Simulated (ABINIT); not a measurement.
An input for ABINIT 10.8.3 (BiOCl (P4/nmm)):

```
acell 3*1.0 Angstrom
rprim 
  3.885510000000 0.000000000000 0.000000000000
  0.000000000000 3.885510000000 0.000000000000
  0.000000000000 0.000000000000 7.348900000000
ntypat 3
znucl 83 17 8
natom 6
typat 1 1 2 2 3 3
xred 
  0.500000000000 0.000000000000 0.329040000000
  0.000000000000 0.500000000000 0.670960000000
  0.000000000000 0.500000000000 0.147200000000
  0.500000000000 0.000000000000 0.852800000000
  0.000000000000 0.000000000000 0.500000000000
  0.500000000000 0.500000000000 0.500000000000
pp_dirpath "pseudos"
pseudos "Bi.upf, Cl.upf, O.upf"
ecut 42
nspinor 2
ngkpt 4 4 2
nshiftk 1
shiftk 0 0 0
kptopt 1
chksymbreak 0
istwfk *1
occopt 1
irdwfk 1
optdriver 3
nband 160
ecuteps 3
inclvkb 0
awtr 1
symchi 1
indata_prefix "in"
outdata_prefix "out"
tmpdata_prefix "tmp"
```

```sh
OMP_NUM_THREADS=1 mpirun -n 4 abinit run.abi > log
```

Q: How long will it take on 4 MPI ranks of Arm Neoverse V1, shared host, and how much memory?

It took 13 min; on shared hardware allow 6.5 min to 26 min. Peak host memory was 8.2 GiB.

[Paths, hosts, dates, memory and timing lines, banners, echoed tables and standing remarks are left out of the program output.]

[Logs are printed without paths, hosts, clocks, repeated set-up lines and the standing remarks that a program may print on its own settings, such as how far it seeks lower states.]

[Runs of the session that timed out or met a known fault of the program may be left out.]

[Hosts, paths, dates, database ids (printed as entryN), source tags and the programs' standing remarks are cut or masked in the printed files.]

[G0W0 gaps are taken among the corrected bands and points alone; a level outside them can change the order at an edge.]

[Where Ansatz stands beside ABINIT at settings called matched, ABINIT's density can come from a denser mesh and the files from another edition; pairs whose starting gaps differed by over 0.03 eV were left out, so agreement reads better than it is.]
